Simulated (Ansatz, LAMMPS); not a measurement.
**Amorphous Si0.8Ge0.2 (114 atoms), the frame at 48 fs of a trajectory (instantaneous temperature 418 K)**

Geometry: the frame at 48 fs of a trajectory (instantaneous temperature 418 K). Computed with Ansatz 0.2.0: Kohn-Sham DFT, PBE, PAW (set soft_2), plane waves; cutoff 420 eV, Γ point, fermi-dirac smearing of 0.05 eV; density 2.89 g/cm³.

Cell vectors (Å):

```
13.435 0.000 0.000
0.000 13.435 0.000
0.000 0.000 13.435
```

Positions (Å):

```
1 Si 10.602 10.039 8.804
2 Si 8.125 0.154 1.898
3 Si 11.165 11.559 10.520
4 Si 10.724 6.042 6.866
5 Si 6.412 8.959 7.731
6 Si 3.266 4.897 2.275
7 Si 10.524 4.264 3.217
8 Si 8.710 4.945 6.225
9 Si 0.977 9.720 8.475
10 Si 3.834 7.905 10.879
11 Si 4.803 2.868 2.724
12 Si 3.950 9.661 0.493
13 Si 4.894 6.743 1.607
14 Si 0.558 0.865 12.148
15 Si 12.672 1.468 4.280
16 Si 0.833 0.454 8.324
17 Si 0.576 4.999 1.840
18 Si 10.297 8.577 12.131
19 Si 12.709 3.972 13.424
20 Si 1.893 10.578 0.491
21 Si 1.101 6.664 6.506
22 Si 10.269 10.933 5.050
23 Si 4.029 2.802 7.457
24 Si 0.646 4.284 5.905
25 Si 0.816 8.542 13.347
26 Si 4.034 8.782 8.316
27 Si 12.513 11.410 5.600
28 Si 3.010 6.018 9.701
29 Si 5.535 11.403 0.094
30 Si 1.992 3.996 10.139
31 Si 12.323 3.545 9.774
32 Si 6.558 6.591 13.395
33 Si 5.858 13.094 1.659
34 Si 10.628 0.152 9.691
35 Si 9.695 0.259 7.571
36 Si 1.718 2.710 8.025
37 Si 4.565 8.861 2.651
38 Si 3.649 3.610 0.278
39 Si 4.528 5.062 8.231
40 Si 2.997 10.901 7.897
41 Si 12.339 7.470 5.830
42 Si 3.688 11.755 5.595
43 Si 5.946 4.335 0.226
44 Si 7.282 7.517 9.527
45 Si 9.077 10.229 13.198
46 Si 11.523 12.063 1.761
47 Si 3.025 7.578 12.998
48 Si 12.523 10.443 3.387
49 Si 10.429 4.527 12.823
50 Si 1.906 5.327 13.130
51 Si 6.909 6.082 5.243
52 Si 12.235 1.796 0.271
53 Si 9.627 1.154 0.038
54 Si 4.907 1.604 10.968
55 Si 12.834 6.911 10.216
56 Si 4.910 1.073 8.699
57 Si 12.064 8.095 3.566
58 Si 12.928 3.731 3.784
59 Si 0.219 0.214 6.056
60 Si 13.426 10.929 10.428
61 Si 6.562 0.683 5.233
62 Si 12.886 0.390 2.225
63 Si 8.137 9.680 1.777
64 Si 2.430 0.165 5.094
65 Si 7.069 11.104 8.121
66 Si 3.222 9.713 4.358
67 Si 6.989 11.850 10.323
68 Si 9.858 8.501 5.212
69 Si 7.258 3.731 2.127
70 Si 10.747 6.289 9.235
71 Si 10.137 4.111 10.345
72 Si 10.059 6.831 3.495
73 Si 3.183 7.880 6.036
74 Si 4.566 12.489 9.937
75 Si 12.421 9.523 7.212
76 Si 1.457 12.045 11.938
77 Si 9.370 3.045 4.928
78 Si 10.313 12.180 13.032
79 Si 8.433 7.258 1.570
80 Si 0.138 4.937 11.265
81 Si 1.248 7.247 8.705
82 Si 9.450 3.409 1.230
83 Si 7.869 1.836 3.572
84 Si 7.016 10.315 12.099
85 Si 6.112 8.158 11.434
86 Si 6.627 5.111 9.477
87 Si 8.293 0.374 10.038
88 Si 2.200 12.330 9.600
89 Si 2.700 2.363 11.741
90 Si 4.731 5.890 5.976
91 Si 8.621 2.228 11.376
92 Ge 6.036 12.203 4.022
93 Ge 6.902 5.956 2.876
94 Ge 8.263 3.896 8.368
95 Ge 7.465 8.399 5.554
96 Ge 1.806 13.334 2.705
97 Ge 9.415 11.596 2.897
98 Ge 4.179 1.898 5.081
99 Ge 5.560 12.706 7.024
100 Ge 1.434 10.845 2.879
101 Ge 3.821 1.129 1.320
102 Ge 11.029 1.763 6.092
103 Ge 9.531 8.136 9.937
104 Ge 12.585 8.885 11.534
105 Ge 4.109 13.018 12.275
106 Ge 9.292 11.242 7.186
107 Ge 3.204 4.251 4.788
108 Ge 6.391 3.629 11.406
109 Ge 10.545 6.765 0.292
110 Ge 11.996 3.947 7.344
111 Ge 6.536 9.845 3.552
112 Ge 12.952 7.157 1.502
113 Ge 12.759 1.245 10.098
114 Ge 7.376 1.614 7.926
```

**Question.** What force acts on each atom?

Columns: atom, fx, fy, fz (forces in eV/Å).

```
1 -0.030 -0.274 -0.250
2 0.714 0.076 0.161
3 0.015 -0.185 0.655
4 0.034 -0.068 -0.020
5 -0.696 -0.983 0.209
6 -0.098 0.136 0.225
7 0.469 0.586 0.442
8 0.112 -0.522 0.086
9 -0.173 -0.320 0.394
10 0.499 0.061 -1.162
11 -0.060 0.304 0.389
12 0.764 0.085 0.455
13 -0.758 -0.218 0.929
14 0.251 0.188 0.155
15 -0.194 -0.095 0.319
16 0.012 0.756 0.392
17 -0.051 -0.341 -0.346
18 0.032 -0.182 0.342
19 0.034 1.023 -0.508
20 -1.041 0.196 -0.148
21 -0.239 -0.558 -0.895
22 -0.389 -0.265 0.270
23 -0.481 0.276 -0.019
24 0.434 0.358 0.715
25 -0.374 -0.224 -0.087
26 0.037 0.073 -0.459
27 0.099 -0.278 0.207
28 0.325 0.346 -0.281
29 -0.275 -0.264 -0.240
30 -0.159 -0.520 -0.053
31 -0.121 -0.040 -0.303
32 0.047 1.111 -0.717
33 -0.307 -0.379 0.407
34 0.045 0.263 -0.260
35 -0.086 0.067 -0.295
36 0.017 0.457 -0.226
37 -0.209 0.139 -0.428
38 -0.151 -0.018 -0.487
39 0.917 -0.172 -0.758
40 0.111 -0.579 -0.377
41 0.423 0.433 0.425
42 0.622 -0.781 0.255
43 -0.065 -0.560 -0.844
44 -0.481 -0.111 -0.228
45 -0.519 0.369 -0.626
46 -0.265 -1.131 -0.167
47 -0.480 0.153 0.349
48 0.424 0.137 -0.351
49 0.130 0.244 -0.275
50 0.310 0.089 0.141
51 0.373 0.446 -0.119
52 0.162 -1.929 0.123
53 0.210 0.184 -0.058
54 -0.056 0.669 0.729
55 0.168 -0.279 -0.562
56 0.598 -0.018 -0.418
57 0.198 0.093 -0.372
58 0.295 0.747 -0.164
59 0.191 -0.668 -0.574
60 -0.013 -0.611 -0.003
61 -0.393 1.391 0.790
62 -0.101 1.133 -0.524
63 0.596 -0.189 0.727
64 -0.442 0.308 -0.505
65 0.262 0.427 -0.329
66 -0.684 -0.207 0.267
67 -0.325 0.239 -0.303
68 -0.087 0.035 0.118
69 -0.297 -0.786 0.019
70 0.173 -0.480 0.247
71 -0.685 -0.189 0.088
72 -0.161 -0.322 -0.323
73 0.305 -0.289 0.381
74 0.650 -0.015 0.053
75 -0.034 0.556 -0.301
76 0.279 0.302 0.487
77 0.224 0.545 -0.233
78 0.835 0.137 -0.347
79 0.534 0.401 0.284
80 -0.135 -0.457 0.649
81 -0.335 0.367 0.889
82 0.288 -0.163 -0.140
83 -0.039 0.238 0.039
84 -0.113 -0.103 -0.266
85 0.075 -0.208 0.691
86 -0.629 0.781 -0.204
87 -0.196 0.068 -0.086
88 -0.036 0.649 -0.290
89 -0.224 -0.150 0.016
90 -1.178 0.363 0.273
91 0.020 0.611 0.649
92 -0.853 -0.591 -0.812
93 -0.265 -0.075 0.709
94 1.025 -0.251 -0.041
95 -0.554 0.366 0.189
96 0.458 0.002 0.045
97 -0.378 0.379 -0.301
98 0.496 -0.399 0.394
99 -0.011 -0.328 -0.144
100 0.257 -0.262 0.017
101 -0.127 -0.750 0.174
102 -0.358 0.395 0.234
103 -0.299 0.209 -0.269
104 1.044 -0.042 0.374
105 -0.333 -0.342 0.578
106 -0.613 0.846 0.341
107 -0.527 0.679 -0.144
108 0.602 -0.977 0.189
109 0.220 0.197 0.222
110 0.331 -0.577 -0.412
111 0.238 -0.458 0.450
112 -0.333 0.313 -0.168
113 0.019 -0.147 -0.117
114 0.516 -0.674 -0.018
```

The quench rate of 50 K/ps is many orders above laboratory rates, so the cell is likely richer in defects and strain than a real sample. The network of bonds at the start is that of the classical potential that made the cell. Only the Γ point is sampled, in a cell whose shortest periodic width is 13 Å.

The r.m.s. force component is 0.445 eV/Å; the longest force, 1.94 eV/Å, acts on Si52. The energy lies 26.5 meV/atom above that of the first step of this run.

[Logs are printed without paths, hosts, clocks, repeated set-up lines and the standing remarks that a program may print on its own settings, such as how far it seeks lower states.]

[Hosts, paths, dates, database ids (printed as entryN), source tags and the programs' standing remarks are cut or masked in the printed files.]
